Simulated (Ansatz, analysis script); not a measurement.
# MnSi: how near to magnetism, part 2 of 2

Aim: the energy of MnSi as its total moment is fixed at a series of values, and its answer to a field.

Ansatz 0.2.0; PBEsol, PAW set soft_1 (files made for PBE).

So far. Step 3 (The same state on a denser mesh): The run ends ferromagnetic, with a net moment of 3.89 μB a cell, against 3.9 μB on the first mesh. Step 4 (Without spin): The free collinear run lies 196 meV below it.

The database entry behind the starting cell differs from later determinations by our own check (0.1 to 0.3 % short, probably kX units), so it need not match the best structure at ambient conditions.

### Step 6. Total moment fixed at 0.667 μB

Level of this step: Ansatz DFT, collinear, total moment fixed by two Fermi levels; PBEsol, PAW set soft_1; PAW set soft_1 (Ansatz).

Two Fermi levels, one a spin, hold the total moment exactly, which reaches states that a free run would leave.

Input file input.yaml:

```yaml
crystal:
  lattice:
    - [4.548, 0.0, 0.0]
    - [0.0, 4.548, 0.0]
    - [0.0, 0.0, 4.548]
  atoms:
    - { symbol: Mn, position: [0.138, 0.138, 0.138], spin: 0.1666 }
    - { symbol: Mn, position: [0.362, 0.862, 0.638], spin: 0.1668 }
    - { symbol: Mn, position: [0.638, 0.362, 0.862], spin: 0.1668 }
    - { symbol: Mn, position: [0.862, 0.638, 0.362], spin: 0.1668 }
    - { symbol: Si, position: [0.846, 0.846, 0.846] }
    - { symbol: Si, position: [0.654, 0.154, 0.346] }
    - { symbol: Si, position: [0.346, 0.654, 0.154] }
    - { symbol: Si, position: [0.154, 0.346, 0.654] }
magnetization:
  spin_polarized: true
  initial_magnetization: 0.667
  spin_locking: { lock_magnetization: hard }
kpoints:
  mp_grid: { grid: [9, 9, 9] }
hamiltonian:
  xc: pbesol
  pseudopotentials: { kind: paw, azcp: { folder: soft_1 }, xc_functional: pbe }
scf:
  occupations: { method: fermi_dirac, width: 0.05 }
  max_iter: 120
  convergence: { dr2_threshold: 1.0e-08 }
  lower_state_search: "off"
basis:
  ecutwfc: 420.0
```

The run is started by

```bash
$ ansatz run input.yaml --threads 1 --pin off --max-ram 2560MiB --backend cpu --events-out ev --progress --plain --runs-dir out
```

Numbers of over 12 decimals in the logs are rounded to 6 here.

Log:

```text
[...]
Crystal: 8 atoms, lattice volume = 94.072 Å³
Basis set: ecut = 420 eV, 1839 PW (Γ)
Bands: 47, of which v1, the nominal top of the filled ones, is band 38 counted from 1 (37 counted from 0)
Symmetry: 3 space group operations
[...]
k-points: 125 of 729 (time reversal used)
[...]
Starting moments: Σ|m| = 0.667 μB on 4 of 8 sites
[...]
SCF iter   1: F=—  HF=-17966.110332 eV  |F-HF|=—  |Δ(HF+E_count)|=         —  Δρ=2.55e-2 (↑2.54e-2 ↓2.55e-2)  dr2=2.37e0  dr2_m=6.00e-3  M=0.667 μB ∫|m|=0.717 μB  β_m=0.30  ethr=3.10e-3  ⟨swp⟩=6.3  Hψ=44659  notcnv=0
[...]
SCF iter  17: F=-17965.159331 eV  HF=-17965.159331 eV  |F-HF|=4.33e-10  |Δ(HF+E_count)|=   2.99e-9  Δρ=7.57e-7 (↑7.57e-7 ↓1.89e-7)  dr2=4.56e-10  dr2_m=1.72e-10  M=0.667 μB ∫|m|=0.798 μB  ethr=1.00e-12  ⟨swp⟩=1.0  Hψ=34540  notcnv=0
SCF 1 converged in 17 iterations: F = -17965.159331 eV  dr2 = 4.56e-10
[...]
SCF converged after 17 iterations
Stability checked in part: among states of this total moment the steps that led to this state did not find it unstable. No probe was made; neither looks for a lower state of another moment (fixed_total_moment; see scf.lower_state_search)
Magnetization: 0.6670 μB (38.3335 up, 37.6665 down)
Absolute magnetization: 0.7984 μB (∫|ρ↑−ρ↓|, with the PAW one-centre terms)
[...]
Per-site moments (μB) at R_I (Å): [(0.172897, 0.948829), (0.173077, 0.948829), (0.173077, 0.948829), (0.173077, 0.948829), (-0.00811809, 0.948829), (-0.00811802, 0.948829), (-0.00811802, 0.948829), (-0.00811802, 0.948829)]
Free energy (F): -17965.159331 eV
[...]
Internal energy: -17965.077079 eV  (E = F + TS)
E sigma→0 (E₀):  -17965.118205 eV
Entropy (-TS):   -0.082252 eV (-10.281 meV/atom)
Fermi energy:    15.431082 (↑ 15.401055, ↓ 15.461109) eV
[...]
```

The job ended after 2.5 min (1 thread of Intel Xeon 6975P-C (Granite Rapids), shared host; peak memory 0.88 GiB).

The energy is -10.2 meV from the state without spin, and the largest site carries 0.173 μB.

### Step 7. Total moment fixed at 1.333 μB

input.yaml, the sections that differ from step 6:

```yaml
crystal:
  lattice:
    - [4.548, 0.0, 0.0]
    - [0.0, 4.548, 0.0]
    - [0.0, 0.0, 4.548]
  atoms:
    - { symbol: Mn, position: [0.138, 0.138, 0.138], spin: 0.3334 }
    - { symbol: Mn, position: [0.362, 0.862, 0.638], spin: 0.3332 }
    - { symbol: Mn, position: [0.638, 0.362, 0.862], spin: 0.3332 }
    - { symbol: Mn, position: [0.862, 0.638, 0.362], spin: 0.3332 }
    - { symbol: Si, position: [0.846, 0.846, 0.846] }
    - { symbol: Si, position: [0.654, 0.154, 0.346] }
    - { symbol: Si, position: [0.346, 0.654, 0.154] }
    - { symbol: Si, position: [0.154, 0.346, 0.654] }
magnetization:
  spin_polarized: true
  initial_magnetization: 1.333
  spin_locking: { lock_magnetization: hard }
# kpoints, hamiltonian, scf, basis: as in step 6
```

Log:

```text
[...]
Crystal: 8 atoms, lattice volume = 94.072 Å³
Basis set: ecut = 420 eV, 1839 PW (Γ)
Bands: 47, of which v1, the nominal top of the filled ones, is band 38 counted from 1 (37 counted from 0)
Symmetry: 3 space group operations
[...]
k-points: 125 of 729 (time reversal used)
[...]
Starting moments: Σ|m| = 1.333 μB on 4 of 8 sites
[...]
Per-site moments (μB) at R_I (Å): [(0.345287, 0.948829), (0.345213, 0.948829), (0.345213, 0.948829), (0.345213, 0.948829), (-0.016078, 0.948829), (-0.016078, 0.948829), (-0.016078, 0.948829), (-0.016078, 0.948829)]
Free energy (F): -17965.187694 eV
[...]
Internal energy: -17965.109677 eV  (E = F + TS)
E sigma→0 (E₀):  -17965.148686 eV
Entropy (-TS):   -0.078016 eV (-9.752 meV/atom)
Fermi energy:    15.432422 (↑ 15.378445, ↓ 15.486399) eV
[...]
[key lines of the parts left out:]
SCF converged after 12 iterations
Magnetization: 1.3330 μB (38.6665 up, 37.3335 down)
```

Wall time 69 s (1 thread); peak memory 0.88 GiB.

The energy is -38.6 meV from the state without spin, and the largest site carries 0.345 μB.

### Step 8. Total moment fixed at 3.333 μB

input.yaml, the sections that differ from step 7:

```yaml
crystal:
  lattice:
    - [4.548, 0.0, 0.0]
    - [0.0, 4.548, 0.0]
    - [0.0, 0.0, 4.548]
  atoms:
    - { symbol: Mn, position: [0.138, 0.138, 0.138], spin: 0.8334 }
    - { symbol: Mn, position: [0.362, 0.862, 0.638], spin: 0.8332 }
    - { symbol: Mn, position: [0.638, 0.362, 0.862], spin: 0.8332 }
    - { symbol: Mn, position: [0.862, 0.638, 0.362], spin: 0.8332 }
    - { symbol: Si, position: [0.846, 0.846, 0.846] }
    - { symbol: Si, position: [0.654, 0.154, 0.346] }
    - { symbol: Si, position: [0.346, 0.654, 0.154] }
    - { symbol: Si, position: [0.154, 0.346, 0.654] }
magnetization:
  spin_polarized: true
  initial_magnetization: 3.333
  spin_locking: { lock_magnetization: hard }
# kpoints, hamiltonian, scf, basis: as in step 7
```

Log:

```text
[...]
Crystal: 8 atoms, lattice volume = 94.072 Å³
Basis set: ecut = 420 eV, 1839 PW (Γ)
Bands: 48, of which v1, the nominal top of the filled ones, is band 38 counted from 1 (37 counted from 0)
Symmetry: 3 space group operations
[...]
k-points: 125 of 729 (time reversal used)
[...]
Starting moments: Σ|m| = 3.333 μB on 4 of 8 sites
[...]
Per-site moments (μB) at R_I (Å): [(0.850229, 0.948829), (0.850216, 0.948829), (0.850216, 0.948829), (0.850216, 0.948829), (-0.036213, 0.948829), (-0.036213, 0.948829), (-0.036213, 0.948829), (-0.036213, 0.948829)]
Free energy (F): -17965.326782 eV
[...]
Internal energy: -17965.276106 eV  (E = F + TS)
E sigma→0 (E₀):  -17965.301444 eV
Entropy (-TS):   -0.050677 eV (-6.335 meV/atom)
Fermi energy:    15.471844 (↑ 15.417388, ↓ 15.526300) eV
[...]
[key lines of the parts left out:]
SCF converged after 12 iterations
Magnetization: 3.3330 μB (39.6665 up, 36.3335 down)
```

Wall time 72 s (1 thread); peak memory 0.89 GiB.

The energy is -178 meV from the state without spin, and the largest site carries 0.850 μB.

### Step 9. Total moment fixed at 4.667 μB

input.yaml, the sections that differ from step 8:

```yaml
crystal:
  lattice:
    - [4.548, 0.0, 0.0]
    - [0.0, 4.548, 0.0]
    - [0.0, 0.0, 4.548]
  atoms:
    - { symbol: Mn, position: [0.138, 0.138, 0.138], spin: 1.1666 }
    - { symbol: Mn, position: [0.362, 0.862, 0.638], spin: 1.1668 }
    - { symbol: Mn, position: [0.638, 0.362, 0.862], spin: 1.1668 }
    - { symbol: Mn, position: [0.862, 0.638, 0.362], spin: 1.1668 }
    - { symbol: Si, position: [0.846, 0.846, 0.846] }
    - { symbol: Si, position: [0.654, 0.154, 0.346] }
    - { symbol: Si, position: [0.346, 0.654, 0.154] }
    - { symbol: Si, position: [0.154, 0.346, 0.654] }
magnetization:
  spin_polarized: true
  initial_magnetization: 4.667
  spin_locking: { lock_magnetization: hard }
# kpoints, hamiltonian, scf, basis: as in step 8
```

Log:

```text
Engine: ansatz 0.2.0, x86_64-unknown-linux-gnu
Pseudopotentials: kind: paw
Pseudopotential: Mn, paw, valence charge 15, recommended cutoff 420 eV (normal), soft_1/Mn.paw.azcp
Pseudopotential: Si, paw, valence charge 4, recommended cutoff 420 eV (normal), soft_1/Si.paw.azcp
Functional definition: PBEsol
  exchange = pbesol_x
  correlation = pbesol_c
Crystal: 8 atoms, lattice volume = 94.072 Å³
Basis set: ecut = 420 eV, 1839 PW (Γ)
Bands: 49, of which v1, the nominal top of the filled ones, is band 38 counted from 1 (37 counted from 0)
Symmetry: 3 space group operations
[...]
SCF iter  11: F=—  HF=-17965.296319 eV  |F-HF|=—  |Δ(HF+E_count)|=   8.93e-8  Δρ=4.75e-6 (↑3.85e-6 ↓4.75e-6)  dr2=7.84e-8  dr2_m=2.82e-10  M=4.667 μB ∫|m|=5.370 μB  β_m=0.81  ethr=2.71e-9  ⟨swp⟩=1.0  Hψ=11750  notcnv=0  defer=502
iter 12 met the thresholds in force, and the SCF goes on: an eigenvalue changes by 0.23 meV, over its tolerance of 0.16 meV (output.eigenvalues, Limitations)
SCF iter  12: F=-17965.296319 eV  HF=-17965.296319 eV  |F-HF|=3.79e-9  |Δ(HF+E_count)|=   4.64e-9  Δρ=9.44e-7 (↑9.44e-7 ↓9.29e-7)  dr2=4.08e-9  dr2_m=5.95e-12  M=4.667 μB ∫|m|=5.370 μB  β_m=0.82  ethr=1.32e-11  ⟨swp⟩=1.1  Hψ=25105  notcnv=0
```

The job ended after 2.5 min (1 thread; peak memory 0.88 GiB).

The run was cut off at the time left to it in the session, and no result is taken from it.

### Step 10. Total moment fixed at 6 μB

input.yaml, the sections that differ from step 9:

```yaml
crystal:
  lattice:
    - [4.548, 0.0, 0.0]
    - [0.0, 4.548, 0.0]
    - [0.0, 0.0, 4.548]
  atoms:
    - { symbol: Mn, position: [0.138, 0.138, 0.138], spin: 1.5 }
    - { symbol: Mn, position: [0.362, 0.862, 0.638], spin: 1.5 }
    - { symbol: Mn, position: [0.638, 0.362, 0.862], spin: 1.5 }
    - { symbol: Mn, position: [0.862, 0.638, 0.362], spin: 1.5 }
    - { symbol: Si, position: [0.846, 0.846, 0.846] }
    - { symbol: Si, position: [0.654, 0.154, 0.346] }
    - { symbol: Si, position: [0.346, 0.654, 0.154] }
    - { symbol: Si, position: [0.154, 0.346, 0.654] }
magnetization:
  spin_polarized: true
  initial_magnetization: 6.0
  spin_locking: { lock_magnetization: hard }
# kpoints, hamiltonian, scf, basis: as in step 9
```

Log:

```text
[...]
Crystal: 8 atoms, lattice volume = 94.072 Å³
Basis set: ecut = 420 eV, 1839 PW (Γ)
Bands: 50, of which v1, the nominal top of the filled ones, is band 38 counted from 1 (37 counted from 0)
Symmetry: 12 space group operations
[...]
k-points: 45 of 729 (time reversal used)
[...]
Starting moments: Σ|m| = 6 μB on 4 of 8 sites
[...]
Per-site moments (μB) at R_I (Å): [(1.508178, 0.948829), (1.508178, 0.948829), (1.508178, 0.948829), (1.508178, 0.948829), (-0.057260, 0.948829), (-0.057260, 0.948829), (-0.057260, 0.948829), (-0.057260, 0.948829)]
Free energy (F): -17965.165135 eV
[...]
Internal energy: -17965.102424 eV  (E = F + TS)
E sigma→0 (E₀):  -17965.133780 eV
Entropy (-TS):   -0.062712 eV (-7.839 meV/atom)
Fermi energy:    15.634084 (↑ 15.745504, ↓ 15.522664) eV
[...]
[key lines of the parts left out:]
SCF converged after 10 iterations
Magnetization: 6.0000 μB (41.0000 up, 35.0000 down)
```

Run time: 20 s. Hardware: 1 thread; peak memory 0.52 GiB.

The energy is -16.0 meV from the state without spin, and the largest site carries 1.51 μB.

4 more runs differ from these in the same keys alone and are tabled below.

### Step 11. No field, tight threshold

A field gives a second route to the same curve. A thousand tesla shift each spin by 58 meV, and the threshold is tightened so that small induced moments are resolved.

Input file input.yaml:

```yaml
crystal:
  lattice:
    - [4.548, 0.0, 0.0]
    - [0.0, 4.548, 0.0]
    - [0.0, 0.0, 4.548]
  atoms:
    - { symbol: Mn, position: [0.138, 0.138, 0.138], spin: 0.98 }
    - { symbol: Mn, position: [0.362, 0.862, 0.638], spin: 0.98 }
    - { symbol: Mn, position: [0.638, 0.362, 0.862], spin: 0.98 }
    - { symbol: Mn, position: [0.862, 0.638, 0.362], spin: 0.98 }
    - { symbol: Si, position: [0.846, 0.846, 0.846] }
    - { symbol: Si, position: [0.654, 0.154, 0.346] }
    - { symbol: Si, position: [0.346, 0.654, 0.154] }
    - { symbol: Si, position: [0.154, 0.346, 0.654] }
magnetization:
  spin_polarized: true
kpoints:
  mp_grid: { grid: [9, 9, 9] }
hamiltonian:
  xc: pbesol
  pseudopotentials: { kind: paw, azcp: { folder: soft_1 }, xc_functional: pbe }
scf:
  occupations: { method: fermi_dirac, width: 0.05 }
  max_iter: 120
  convergence: { dr2_threshold: 1.0e-10 }
  lower_state_search: "off"
basis:
  ecutwfc: 420.0
```

Log:

```text
[...]
Crystal: 8 atoms, lattice volume = 94.072 Å³
Basis set: ecut = 420 eV, 1839 PW (Γ)
Bands: 48, of which v1, the nominal top of the filled ones, is band 38 counted from 1 (37 counted from 0)
Symmetry: 12 space group operations
[...]
k-points: 45 of 729 (time reversal used)
[...]
Starting moments: Σ|m| = 3.92 μB on 4 of 8 sites
[...]
Per-site moments (μB) at R_I (Å): [(0.982980, 0.948829), (0.982980, 0.948829), (0.982980, 0.948829), (0.982980, 0.948829), (-0.039033, 0.948829), (-0.039033, 0.948829), (-0.039033, 0.948829), (-0.039033, 0.948829)]
Free energy (F): -17965.344750 eV
[...]
Internal energy: -17965.302525 eV  (E = F + TS)
E sigma→0 (E₀):  -17965.323638 eV
Entropy (-TS):   -0.042225 eV (-5.278 meV/atom)
Fermi energy:    15.518840 eV
[...]
[key lines of the parts left out:]
SCF converged after 16 iterations
Magnetization: 3.8918 μB (39.9459 up, 36.0541 down)
```

Elapsed: 26 s, on 1 thread; peak memory 0.51 GiB.

The net moment is 3.89 μB a cell.

### Step 12. Field of 1500 T

input.yaml: that of step 11 with these lines changed.

```diff
@@ -16,2 +16,3 @@
   spin_polarized: true
+  magnetic_field: 1500.0
 kpoints:
```

Log:

```text
[...]
Crystal: 8 atoms, lattice volume = 94.072 Å³
Basis set: ecut = 420 eV, 1839 PW (Γ)
Bands: 48, of which v1, the nominal top of the filled ones, is band 38 counted from 1 (37 counted from 0)
Symmetry: 12 space group operations
[...]
k-points: 45 of 729 (time reversal used)
[...]
Starting moments: Σ|m| = 3.92 μB on 4 of 8 sites
[...]
Per-site moments (μB) at R_I (Å): [(1.199625, 0.948829), (1.199625, 0.948829), (1.199625, 0.948829), (1.199625, 0.948829), (-0.047387, 0.948829), (-0.047387, 0.948829), (-0.047387, 0.948829), (-0.047387, 0.948829)]
Free energy (F): -17965.701606 eV
[...]
Internal energy: -17965.642004 eV  (E = F + TS)
E sigma→0 (E₀):  -17965.671805 eV
Entropy (-TS):   -0.059602 eV (-7.450 meV/atom)
Fermi energy:    15.612633 eV
[...]
[key lines of the parts left out:]
SCF converged after 18 iterations
Magnetization: 4.7523 μB (40.3762 up, 35.6238 down)
```

Run time: 32 s. Hardware: 1 thread; peak memory 0.51 GiB.

The net moment is 4.75 μB a cell.

2 more runs differ from these in the same keys alone and are tabled below.

### Step 13. A run with settings changed

A test of how the program answers to a changed input.

Input file input.yaml:

```yaml
crystal:
  lattice:
    - [4.548, 0.0, 0.0]
    - [0.0, 4.548, 0.0]
    - [0.0, 0.0, 4.548]
  atoms:
    - { symbol: Mn, position: [0.138, 0.138, 0.138], spin: 0.8334 }
    - { symbol: Mn, position: [0.362, 0.862, 0.638], spin: 0.8332 }
    - { symbol: Mn, position: [0.638, 0.362, 0.862], spin: 0.8332 }
    - { symbol: Mn, position: [0.862, 0.638, 0.362], spin: 0.8332 }
    - { symbol: Si, position: [0.846, 0.846, 0.846] }
    - { symbol: Si, position: [0.654, 0.154, 0.346] }
    - { symbol: Si, position: [0.346, 0.654, 0.154] }
    - { symbol: Si, position: [0.154, 0.346, 0.654] }
magnetization:
  spin_polarized: true
  initial_magnetization: 3.333
  spin_locking: { lock_magnetization: hard }
kpoints:
  mp_grid: { grid: [9, 9, 9] }
hamiltonian:
  xc: pbesol
  noncollinear_xc: multicollinear
  pseudopotentials: { kind: paw, azcp: { folder: soft_1 }, xc_functional: pbe }
scf:
  occupations: { method: fermi_dirac, width: 0.05 }
  max_iter: 60
  convergence: { dr2_threshold: 1.0e-08 }
  lower_state_search: "off"
basis:
  ecutwfc: 420.0
```

The run is started by

```bash
$ ansatz run input.yaml --threads 2 --pin off --max-ram 5120MiB --backend cpu --events-out ev --progress --plain --runs-dir out
```

Log:

```text
Error: inconsistent input (hamiltonian.noncollinear_xc, magnetization.noncollinear): multicollinear requires magnetization.noncollinear: true — the multicollinear treatment sphere-averages signed projections of the vector magnetisation, which a collinear or unpolarized run does not carry; enable non-collinear magnetism (with starting moments — the toggle is inert on a moment-less spinor run) or drop the toggle
```

The job ended after 0.02 s (2 threads; peak memory 0.037 GiB).

The input was rejected at the start.

The program's message: “Error: inconsistent input (hamiltonian.noncollinear_xc, magnetization.noncollinear): multicollinear requires magnetization.noncollinear: true — the multicollinear treatment sphere-averages signed proj …”

The change that led to it: hamiltonian = {"noncollinear_xc": "multicollinear"}.

### Step 14. The curves

The energy less the state without spin by total moment:

| total moment (μB/cell) | energy less the state without spin (meV/cell) |
| --- | --- |
| 0.00 | 0 |
| 0.67 | -10.2 |
| 1.33 | -38.6 |
| 2.00 | -80.8 |
| 2.67 | -132 |
| 3.33 | -178 |
| 4.00 | -194 |
| 5.33 | -86.2 |
| 6.00 | -16.0 |

The field that holds a moment is half the difference of the two Fermi levels over μB.

Table of field that holds the moment by total moment:

| total moment (μB/cell) | field that holds the moment (T) |
| --- | --- |
| 0.67 | -519 |
| 1.33 | -933 |
| 2.00 | -1235 |
| 2.67 | -1342 |
| 3.33 | -941 |
| 4.00 | 508 |
| 5.33 | 1701 |
| 6.00 | 1925 |

Site moments:

| total (μB) | Mn no. 1 (μB) | Mn no. 2 (μB) | Mn no. 3 (μB) | Mn no. 4 (μB) | Si no. 5 (μB) | Si no. 6 (μB) | Si no. 7 (μB) | Si no. 8 (μB) |
| --- | --- | --- | --- | --- | --- | --- | --- | --- |
| 0.667 | 0.1729 | 0.1731 | 0.1731 | 0.1731 | -0.0081 | -0.0081 | -0.0081 | -0.0081 |
| 1.333 | 0.3453 | 0.3452 | 0.3452 | 0.3452 | -0.0161 | -0.0161 | -0.0161 | -0.0161 |
| 2 | 0.5164 | 0.5164 | 0.5164 | 0.5164 | -0.0237 | -0.0237 | -0.0237 | -0.0237 |
| 2.667 | 0.6858 | 0.6857 | 0.6857 | 0.6857 | -0.0307 | -0.0307 | -0.0307 | -0.0307 |
| 3.333 | 0.8502 | 0.8502 | 0.8502 | 0.8502 | -0.0362 | -0.0362 | -0.0362 | -0.0362 |
| 4 | 1.009 | 1.009 | 1.009 | 1.009 | -0.0396 | -0.0396 | -0.0396 | -0.0396 |
| 5.333 | 1.345 | 1.345 | 1.345 | 1.345 | -0.0526 | -0.0526 | -0.0526 | -0.0526 |
| 6 | 1.508 | 1.508 | 1.508 | 1.508 | -0.0573 | -0.0573 | -0.0573 | -0.0573 |

Total moment against field:

| field (T) | total moment (μB/cell) |
| --- | --- |
| 0 | 3.89 |
| 300 | 3.96 |
| 600 | 4.02 |
| 1500 | 4.75 |

Three Landau terms miss the curve as a whole or at its small-moment end, and no Stoner analysis is made here.

### Step 15. Outcome

```
state of the free run                              : ferromagnetic
net moment of the free run                         : 3.89 μB
energy of the free run from the state without spin : -196 meV a cell
lowest of the fixed moments tried                  : M = 4 μB, -194 meV
dM/dB between 0 and 300 T                          : 0.234 μB a cell per 1000 T
```

**Reading.** At this level the system is magnetic: the free run keeps 0.983 μB on the largest site. No other order was typed. The free run, at 3.89 μB, lies 196 meV under the state without spin and so below every fixed moment tried: the minimum falls between two of them. Among the fixed moments, E(M) falls 194 meV below the state without spin and is lowest near 4 μB on this grid. The field acts on spins alone. The 13 fixed-moment and field runs took 15 min of wall time, added up. Energies are free energies at a smearing of 0.05 eV, and with partly filled levels differences shift, at times strongly, as the smearing goes to zero. In doubt: the program's search for lower states was switched off, so a lower magnetic state than those reached may exist.

[Logs and program files are shortened in this print: banners, set-up blocks, solver, clock and traceback lines can be left out without a mark of their own.]

[Logs are printed without paths, hosts, clocks, repeated set-up lines and the standing remarks that a program may print on its own settings, such as how far it seeks lower states.]

[Hosts, paths, dates, database ids (printed as entryN), source tags and the programs' standing remarks are cut or masked in the printed files.]
